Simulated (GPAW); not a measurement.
# A 8-layer slab of Cr(100) in an electric field

Aim: the dipole that a field along the normal induces in a 8-layer slab of Cr(100).

Main program and level: GPAW 26.7.0; GPAW, PAW setups; slab in vacuum, relaxation, in the first sound run; inputs show where later runs differ.

This is a report of a sequence of runs, with most program output left out.

## Step 1: The structure

The cell holds 8 atoms: 8 Cr. Its edges and angles: a = 2.880 Å, b = 2.880 Å, c = 26.080 Å, α = 90.0°, β = 90.0°, γ = 90.0°. Vacuum lies along c.

## Step 2: Relaxation

The atoms are relaxed first, since the surface dipole, and with it the work function, follows the positions of the outer layers. The lowest 4 atoms are held at bulk positions and keep their forces.

Contents of run.py:

```python
import json
import numpy as np
from ase import Atoms
from ase.constraints import FixAtoms
from ase.optimize import BFGS
from gpaw import GPAW, PW

slab = Atoms(
    ['Cr', 'Cr', 'Cr', 'Cr', 'Cr', 'Cr', 'Cr', 'Cr'],
    positions=[
        [1.44000, 1.44000, 8.00000],
        [0.00000, 0.00000, 9.44000],
        [1.44000, 1.44000, 10.88000],
        [0.00000, 0.00000, 12.32000],
        [1.44000, 1.44000, 13.76000],
        [0.00000, 0.00000, 15.20000],
        [1.44000, 1.44000, 16.64000],
        [0.00000, 0.00000, 18.08000]],
    cell=[[2.88, 0.0, 0.0], [0.0, 2.88, 0.0], [0.0, 0.0, 26.08]],
    pbc=[True, True, False],
    magmoms=[2.0, -2.0, 2.0, -2.0, 2.0, -2.0, 2.0, -2.0])

slab.calc = GPAW(mode=PW(400), xc='PBE', kpts={'size': (11, 11, 1), 'gamma': True},
                 occupations={'name': 'fermi-dirac', 'width': 0.1}, nbands='160%',
                 convergence={'density': 1e-05}, maxiter=200,
                 poissonsolver={'dipolelayer': 'xy'},
                 symmetry={'tolerance': 1e-3, 'extra_ids': [1, 1, 1, 1, 0, 0, 0, 0]}, txt='slab.txt')
result = {}
slab.set_constraint(FixAtoms([0, 1, 2, 3]))
path = []
opt = BFGS(slab, maxstep=0.2)
opt.attach(lambda: path.append((slab.get_potential_energy(), slab.positions.tolist(), slab.get_forces().tolist())))
result['relaxed'] = bool(opt.run(fmax=0.03, steps=40))
result['path'] = path
energy = slab.get_potential_energy()
fermi = slab.calc.get_fermi_level()
v = slab.calc.get_electrostatic_potential().mean((0, 1)) - fermi
n = slab.calc.get_pseudo_density().mean((0, 1))
L = slab.cell[2, 2]
z = np.arange(len(v)) * L / len(v)
low, high = slab.positions[:, 2].min(), slab.positions[:, 2].max()
below, above = np.interp([low - 5.8, high + 5.8], z, v)
slopes = [np.interp(x, z, np.gradient(v, z)) for x in (low - 5.8, high + 5.8)]
eps = np.array([[slab.calc.get_eigenvalues(k, s) for k in range(len(slab.calc.get_ibz_k_points()))]
                for s in range(slab.calc.get_number_of_spins())]) - fermi
top, bottom = eps[eps < 0].max(), eps[eps > 0].min()
dipole = slab.get_dipole_moment()[2]
print(f'energy {energy:.4f} eV, Fermi level {fermi:.4f} eV, dipole {dipole:.5f} e A')
print(f'potential 5.8 A off the faces, from the Fermi level: lower {below:.4f} eV, upper {above:.4f} eV')
print(f'slope of the potential there: lower {slopes[0]:.5f}, upper {slopes[1]:.5f} eV/A')
print(f'nearest levels on the mesh: {top:.4f} and {bottom:.4f} eV')
print('magnetic moment', round(slab.get_magnetic_moment(), 3))
result.update(energy=energy, fermi=fermi, dipole=dipole, below=below, above=above, slopes=slopes, edges=[top, bottom],
              z=z.tolist(), v=v.tolist(), n=n.tolist(), positions=slab.positions.tolist(),
              forces=slab.get_forces(apply_constraint=False).tolist(), moments=slab.get_magnetic_moments().tolist())
json.dump(result, open('result.json', 'w'))
```

Run with:

```sh
$ OMP_NUM_THREADS=1 OPENBLAS_NUM_THREADS=1 python run.py
```

Elapsed: 75 min, on 1 thread of Arm Neoverse N1, shared host; peak memory 0.32 GiB.

Relaxation path:

```
step  energy less that of the first step (eV)  largest force (eV/Å)
   1                                   0.0000                0.4358
   2                                  -0.0044                0.3649
   3                                  -0.0169                0.0782
   4                                  -0.0171                0.0720
   5                                  -0.0180                0.0298
```

The atoms that moved most (Å):

```
atom     dx     dy      dz  length
 Cr8  0.000  0.000  -0.044   0.044
 Cr7  0.000  0.000   0.039   0.039
 Cr6  0.000  0.000  -0.015   0.015
 Cr5  0.000  0.000   0.006   0.006
```

Final coordinates:

```cif
data_structure
_symmetry_space_group_name_H-M 'P 1'
_symmetry_Int_Tables_number 1
_cell_length_a 2.8800
_cell_length_b 2.8800
_cell_length_c 26.0800
_cell_angle_alpha 90.000
_cell_angle_beta 90.000
_cell_angle_gamma 90.000
_cell_volume 216.32
loop_
_atom_site_label
_atom_site_type_symbol
_atom_site_fract_x
_atom_site_fract_y
_atom_site_fract_z
_atom_site_occupancy
Cr1 Cr 0.50000 0.50000 0.30675 1
Cr2 Cr 0.00000 0.00000 0.36196 1
Cr3 Cr 0.50000 0.50000 0.41718 1
Cr4 Cr 0.00000 0.00000 0.47239 1
Cr5 Cr 0.50000 0.50000 0.52785 1
Cr6 Cr 0.00000 0.00000 0.58225 1
Cr7 Cr 0.50000 0.50000 0.63953 1
Cr8 Cr 0.00000 0.00000 0.69156 1
```

Numbers from this step:

| Quantity | Value |
| --- | --- |
| dipole along the normal | 3.36e-4 e·Å |
| levels nearest the Fermi level on the mesh | -0.002885, 0.007164 eV from the Fermi level |
| upper work function | 3.712 eV |
| lower work function | 3.695 eV |
| site moments | 2.673, -1.666, 1.355, -1.333, 1.306, -1.394, 1.614, -2.520 μB |
| sum of the site moments | 0.03608 μB |

The electrostatic potential energy of an electron (without an applied field's), less the Fermi level, planar mean oscillates, so the rows of the table below give means over windows of 1.46 Å about each position, cut where the curve ends. Its maxima inside the range that stand out by 2 % of the span (Å: eV): 8.8: -6.68, 10.1: -6.76, 11.6: -6.60, 13.0: -6.52, 14.5: -6.92, 16.0: -6.00, 17.3: -7.92. Its minima: 8.0: -15.0, 9.5: -15.4, 10.8: -15.3, 12.3: -15.3, 13.8: -15.4, 15.2: -15.2, 16.7: -15.6, 18.0: -15.2.

The electrostatic potential energy of an electron (without an applied field's), less the Fermi level, planar mean by z; means over each step:

z (Å), electrostatic potential energy of an electron (without an applied field's), less the Fermi level, planar mean (eV) and a bar from the least value:
```
     0.73        3.7 ##############################
     2.19        3.7 ##############################
     3.65        3.7 ##############################
     5.11        3.6 ##############################
     6.57        1.7 ##########################
     8.03      -10.0 ##
     9.49      -10.8 #
    10.95      -10.7 #
    12.41      -10.7 #
    13.87      -10.8 #
    15.33      -10.6 #
    16.79      -11.1 
    18.25       -9.2 ####
    19.71        2.6 ############################
    21.17        3.7 ##############################
    22.63        3.7 ##############################
    24.09        3.7 ##############################
    25.55        3.7 ##############################
```

The pseudo valence density, planar mean oscillates, so the rows of the table below give means over windows of 1.46 Å about each position, cut where the curve ends. Its maxima inside the range that stand out by 2 % of the span (Å: e/Å³): 7.9: 0.589, 9.4: 0.608, 10.8: 0.616, 12.3: 0.615, 13.8: 0.617, 15.2: 0.611, 16.7: 0.617, 17.9: 0.600. Its minima: 8.8: 0.422, 10.2: 0.419, 11.7: 0.422, 13.1: 0.420, 14.4: 0.431, 15.9: 0.397, 17.3: 0.458.

Pseudo valence density, planar mean against z; means over each step:

```
z (Å)  pseudo valence density, planar mean (e/Å³)
 2.19                                      4.0e-6
 3.65                                      9.3e-5
 5.11                                     0.00223
 6.57                                      0.0550
 8.03                                       0.450
 9.49                                       0.500
10.95                                       0.502
12.41                                       0.500
13.87                                       0.505
15.33                                       0.494
16.79                                       0.511
18.25                                       0.412
19.71                                      0.0308
21.17                                     0.00129
22.63                                      5.4e-5
```

Site moment by atom:

```
atom  site moment (μB)
 Cr1              2.67
 Cr2             -1.67
 Cr3              1.36
 Cr4             -1.33
 Cr5              1.31
 Cr6             -1.39
 Cr7              1.61
 Cr8             -2.52
```

The relaxation lowered the energy of the cell by 0.0180 eV (energies extrapolated to zero smearing; the optimiser's log prints free energies). The largest force left on a free atom is 0.030 eV/Å.

## Step 3: The slab's potential

The work function is the vacuum plateau of the electrostatic potential less the Fermi level; a dipole layer lets the two faces have plateaus of their own.

This step: GPAW, PAW setups; slab in vacuum (GPAW 26.7.0).

run.py, as its differences from that of step 2:

```diff
@@ -3,4 +3,2 @@
 from ase import Atoms
-from ase.constraints import FixAtoms
-from ase.optimize import BFGS
 from gpaw import GPAW, PW
@@ -14,6 +12,6 @@
         [0.00000, 0.00000, 12.32000],
-        [1.44000, 1.44000, 13.76000],
-        [0.00000, 0.00000, 15.20000],
-        [1.44000, 1.44000, 16.64000],
-        [0.00000, 0.00000, 18.08000]],
+        [1.44000, 1.44000, 13.76640],
+        [0.00000, 0.00000, 15.18518],
+        [1.44000, 1.44000, 16.67896],
+        [0.00000, -0.00000, 18.03601]],
     cell=[[2.88, 0.0, 0.0], [0.0, 2.88, 0.0], [0.0, 0.0, 26.08]],
@@ -26,10 +24,4 @@
                  poissonsolver={'dipolelayer': 'xy'},
-                 symmetry={'tolerance': 1e-3, 'extra_ids': [1, 1, 1, 1, 0, 0, 0, 0]}, txt='slab.txt')
+                 symmetry={'tolerance': 1e-3}, txt='slab.txt')
 result = {}
-slab.set_constraint(FixAtoms([0, 1, 2, 3]))
-path = []
-opt = BFGS(slab, maxstep=0.2)
-opt.attach(lambda: path.append((slab.get_potential_energy(), slab.positions.tolist(), slab.get_forces().tolist())))
-result['relaxed'] = bool(opt.run(fmax=0.03, steps=40))
-result['path'] = path
 energy = slab.get_potential_energy()
```

The job ended after 31 min (1 thread; peak memory 0.32 GiB).

Numbers from this step:

| Property | Result |
| --- | --- |
| dipole along the normal | 4.12e-4 e·Å |
| levels nearest the Fermi level on the mesh | -0.002864, 0.007176 eV from the Fermi level |
| lower work function | 3.696 eV |
| site moments | 2.673, -1.666, 1.355, -1.333, 1.306, -1.394, 1.615, -2.520 μB |
| sum of the site moments | 0.03616 μB |

The electrostatic potential energy of an electron (without an applied field's), less the Fermi level, planar mean oscillates, so the rows of the table below give means over windows of 1.46 Å about each position, cut where the curve ends. Its maxima inside the range that stand out by 2 % of the span (Å: eV): 8.8: -6.68, 10.1: -6.76, 11.6: -6.60, 13.0: -6.52, 14.5: -6.92, 16.0: -6.00, 17.3: -7.93. Its minima: 8.0: -15.0, 9.5: -15.4, 10.8: -15.3, 12.3: -15.3, 13.8: -15.4, 15.2: -15.2, 16.7: -15.6, 18.0: -15.2.

The electrostatic potential energy of an electron (without an applied field's), less the Fermi level, planar mean by z; means over each step:

```
z (Å)  electrostatic potential energy of an electron (without an applied field's), less the Fermi level, planar mean (eV)
 0.73                                                                                                                3.70
 2.19                                                                                                                3.70
 3.65                                                                                                                3.69
 5.11                                                                                                                3.61
 6.57                                                                                                                1.71
 8.03                                                                                                               -10.0
 9.49                                                                                                               -10.8
10.95                                                                                                               -10.7
12.41                                                                                                               -10.7
13.87                                                                                                               -10.8
15.33                                                                                                               -10.6
16.79                                                                                                               -11.1
18.25                                                                                                               -9.21
19.71                                                                                                                2.56
21.17                                                                                                                3.66
22.63                                                                                                                3.71
24.09                                                                                                                3.71
25.55                                                                                                                3.71
```

The pseudo valence density, planar mean oscillates, so the rows of the table below give means over windows of 1.46 Å about each position, cut where the curve ends. Its maxima inside the range that stand out by 2 % of the span (Å: e/Å³): 7.9: 0.589, 9.4: 0.608, 10.8: 0.616, 12.3: 0.615, 13.8: 0.617, 15.2: 0.611, 16.7: 0.617, 17.9: 0.600. Its minima: 8.8: 0.422, 10.2: 0.419, 11.7: 0.422, 13.1: 0.420, 14.4: 0.431, 15.9: 0.397, 17.3: 0.458.

Pseudo valence density, planar mean against z; means over each step:

z (Å), pseudo valence density, planar mean (e/Å³) and a bar:
```
     2.19      0.000 
     3.65      0.000 
     5.11      0.002 
     6.57      0.055 ###
     8.03      0.450 ##########################
     9.49      0.500 #############################
    10.95      0.502 #############################
    12.41      0.500 #############################
    13.87      0.505 ##############################
    15.33      0.494 #############################
    16.79      0.511 ##############################
    18.25      0.412 ########################
    19.71      0.031 ##
    21.17      0.001 
    22.63      0.000
```

Force by atom:

```
atom  x (eV/Å)  y (eV/Å)  z (eV/Å)   size
 Cr1     0.000     0.000     0.305  0.305
 Cr2     0.000     0.000    -0.433  0.433
 Cr3     0.000     0.000     0.199  0.199
 Cr4     0.000     0.000     0.007  0.007
 Cr5     0.000     0.000    -0.029  0.029
 Cr6     0.000     0.000    -0.012  0.012
 Cr7     0.000     0.000    -0.023  0.023
 Cr8     0.000     0.000    -0.016  0.016
```

The potential is flat to 4.7e-4 eV/Å where it is read, so the vacuum is wide enough.

## Step 4: In a field

A uniform field along the normal polarises the slab; the atoms stay fixed, so this is the electronic response alone.

run.py, as its differences from that of step 3:

```diff
@@ -4,2 +4,3 @@
 from gpaw import GPAW, PW
+from gpaw.external import ConstantElectricField
 
@@ -24,2 +25,3 @@
                  poissonsolver={'dipolelayer': 'xy'},
+                 external=ConstantElectricField(-0.2, [0, 0, 1]),
                  symmetry={'tolerance': 1e-3}, txt='slab.txt')
```

Run time: 72 min. Hardware: 1 thread; peak memory 0.67 GiB.

This step gave:

```yaml
dipole_along_the_normal: -0.1277 e·Å
levels_nearest_the_fermi_level_on_the_mesh: -0.003314, 0.007130 eV from the Fermi level
site_moments: 2.672, -1.667, 1.354, -1.333, 1.306, -1.394, 1.613, -2.521 μB
sum_of_the_site_moments: 0.02867 μB
potential_below_the_slab_the_applied_field_s_own_ramp_left_out: 2.314 eV from the Fermi level
potential_above_the_slab_the_applied_field_s_own_ramp_left_out: 5.100 eV from the Fermi level
```

The electrostatic potential energy of an electron (without an applied field's), less the Fermi level, planar mean oscillates, so the rows of the table below give means over windows of 1.46 Å about each position, cut where the curve ends. Its maxima inside the range that stand out by 2 % of the span (Å: eV): 8.8: -7.54, 10.1: -7.35, 11.6: -6.90, 13.0: -6.52, 14.5: -6.63, 16.0: -5.41, 17.3: -7.07, 24.7: 5.10. Its minima: 8.0: -16.0, 9.4: -16.1, 10.8: -15.8, 12.3: -15.5, 13.8: -15.2, 15.2: -14.8, 16.7: -14.8, 18.0: -14.2.

The electrostatic potential energy of an electron (without an applied field's), less the Fermi level, planar mean by z; means over each step:

```
z (Å)  electrostatic potential energy of an electron (without an applied field's), less the Fermi level, planar mean (eV)
 0.73                                                                                                                2.49
 2.19                                                                                                                2.31
 3.65                                                                                                                2.31
 5.11                                                                                                                2.24
 6.57                                                                                                               0.440
 8.03                                                                                                               -11.0
 9.49                                                                                                               -11.5
10.95                                                                                                               -11.2
12.41                                                                                                               -10.8
13.87                                                                                                               -10.7
15.33                                                                                                               -10.1
16.79                                                                                                               -10.4
18.25                                                                                                               -8.16
19.71                                                                                                                3.85
21.17                                                                                                                5.04
22.63                                                                                                                5.10
24.09                                                                                                                5.10
25.55                                                                                                                4.98
```

Force by atom:

```
atom  x (eV/Å)  y (eV/Å)  z (eV/Å)   size
 Cr1     0.000     0.000     0.304  0.304
 Cr2     0.000     0.000    -0.431  0.431
 Cr3     0.000     0.000     0.199  0.199
 Cr4     0.000     0.000     0.007  0.007
 Cr5     0.000     0.000    -0.029  0.029
 Cr6     0.000     0.000    -0.012  0.012
 Cr7     0.000     0.000    -0.020  0.020
 Cr8     0.000     0.000    -0.017  0.017
```

The dipole is now -0.128 e Å, against 4.1e-4 in the run without a field.

(Continued in part 2 of 2.)

[Logs are printed without paths, hosts, clocks, repeated set-up lines and the standing remarks that a program may print on its own settings, such as how far it seeks lower states.]

[Hosts, paths, dates, database ids (printed as entryN), source tags and the programs' standing remarks are cut or masked in the printed files.]
